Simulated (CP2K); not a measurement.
Consider thioacetamide at its PBE geometry (Å).

```xyz
9

C    -1.0314    0.2961   -0.2809
C     0.1565   -0.1712    0.5272
N     1.3261   -0.2360   -0.1563
S     0.0506   -0.5737    2.1305
H    -1.4495    1.2024    0.1746
H    -0.7797    0.5090   -1.3296
H    -1.8173   -0.4688   -0.2527
H     2.1603   -0.5479    0.3309
H     1.3844   -0.0099   -1.1437
```

Method: CP2K XAS_TDP, all-electron GAPW, PBEh(45%), aug-cc-pVDZ, TDA, GW2X-corrected core level, ZORA, spin–orbit coupling.

Predict the bright core excitations at the S L₂,₃ edge.

Leading lines: S4 164.59 eV. The leading line of an atom is its first one with 35 % of the strongest within 2.5 eV of its lowest line over the strength cut. Core ionisation energies at this level: S4 169.02/169.08/170.19 eV; the 2p½ level lies 1.14 eV above the 2p3/2 pair.

The first six lines of each atom with a strength over 0.0003:

```
            atom  energy (eV)  states  strength, one atom  above the computed threshold
S4 (bonded to C)       164.59       1              0.0005                              
                       164.75       1              0.0004                              
                       165.67       2              0.0004                              
                       165.83       1              0.0003                              
                       167.26       2              0.0012                              
                       167.33       4              0.0014
```

Lines are vertical, at one geometry, with no vibrational structure. GW2X ionisation energies and lines can be off by 1 to 2 eV either way, and a good line position may hide errors that cancel. Rydberg lines, and the discretised continuum above threshold, depend on the basis and the box.

[Banner, clock and machine lines of the logs are left out without a mark of their own.]

[Logs are printed without paths, hosts, clocks, repeated set-up lines and the standing remarks that a program may print on its own settings, such as how far it seeks lower states.]

[Hosts, paths, dates, database ids (printed as entryN), source tags and the programs' standing remarks are cut or masked in the printed files.]
